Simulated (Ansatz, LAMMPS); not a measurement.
## Amorphous carbon (160 atoms): a reference run and its variants

Density of this cell: 1.70 g/cm³. The cell holds 160 atoms: 160 C. Cell: a = 12.341 Å, b = 12.341 Å, c = 12.341 Å, α = 90.0°, β = 90.0°, γ = 90.0°. 160 atoms (160 C) placed at random at 1.7 g/cm³, melted at 6000 K for 10 ps at fixed volume with the LCBOP (Los and Fasolino, Phys. Rev. B 68, 024107 (2003)). Quenched from 4800 K to 100 K at 500 K/ps and fixed volume, held 5 ps.

Geometry: as built.

Reference run: Kohn-Sham DFT, PBE, PAW (set soft_2), plane waves (Ansatz 0.2.0), cutoff 750 eV, Γ point, gaussian smearing of 0.025 eV.

- r.m.s. force component: 1.438 eV/Å
- spacing of highest filled and lowest empty level: 0.0411 eV
- SCF cycles: 13
- time: 68 s on 4 threads of Arm Neoverse V1, shared host

Q: Estimate how much each variant changes the results, and its time and memory.
- support functions medium
- support functions low
- support functions high
- support functions medium, radius 3.39 Å
- support functions medium, radius 3.67 Å
- support functions medium, radius 3.92 Å
- support functions medium, radius 4.2 Å
- support functions medium, radius 4.72 Å
- support functions medium, radius 5.25 Å

Differences are against the run with plane waves at 750 eV (Kohn-Sham DFT, PBE, PAW (set soft_2), plane waves), whose r.m.s. force component is 1.44 eV/Å. Energies are set beside the reference only for runs with its functional, potentials and electron count. Times are for 4 threads of Arm Neoverse V1, shared host.

```
                                    run  Δ force, r.m.s. (meV/Å)  share of r.m.s. force (%)  Δ energy (meV/atom)  cycles     time  host memory (GiB)
                              reference                        -                          -                    -      13     68 s                5.3
               support functions medium                    0.278                     0.0193              -0.0709      18  3.3 min                4.0
                  support functions low                    0.306                     0.0213              -0.0707      17  2.6 min                4.0
                 support functions high                    0.085                     0.0059              -0.0724      26   12 min                6.4
support functions medium, radius 3.39 Å                     0.33                     0.0229              -0.0707      18  2.6 min                3.8
support functions medium, radius 3.67 Å                    0.268                     0.0187              -0.0715      18  3.6 min                4.3
support functions medium, radius 3.92 Å                    0.238                     0.0165              -0.0718      19  4.7 min                4.7
 support functions medium, radius 4.2 Å                    0.251                     0.0175              -0.0717      18  5.7 min                5.1
support functions medium, radius 4.72 Å                     0.23                      0.016              -0.0718      19  7.7 min                6.1
support functions medium, radius 5.25 Å                    0.247                     0.0172              -0.0717      18   13 min                7.6
```

Among numerical settings the force difference runs from 0.085 meV/Å (support functions high) to 0.33 meV/Å (support functions medium, radius 3.39 Å). At 160 atoms the fastest of the runs at a preset level, support functions low, takes 2.3 times the time of plane waves, in 17 SCF cycles against 13. Differences between support functions and plane waves include what basis error the plane-wave run still has. As the radius goes from 3.39 to 5.25 Å, the force difference goes from 0.33 to 0.25 meV/Å (not steadily; the least is 0.23 at 4.72 Å), and the time from 2.6 min to 13 min. 

[Long decimals in the printed logs are rounded to 6 places.]

[Logs are printed without paths, hosts, clocks, repeated set-up lines and the standing remarks that a program may print on its own settings, such as how far it seeks lower states.]

[Hosts, paths, dates, database ids (printed as entryN), source tags and the programs' standing remarks are cut or masked in the printed files.]
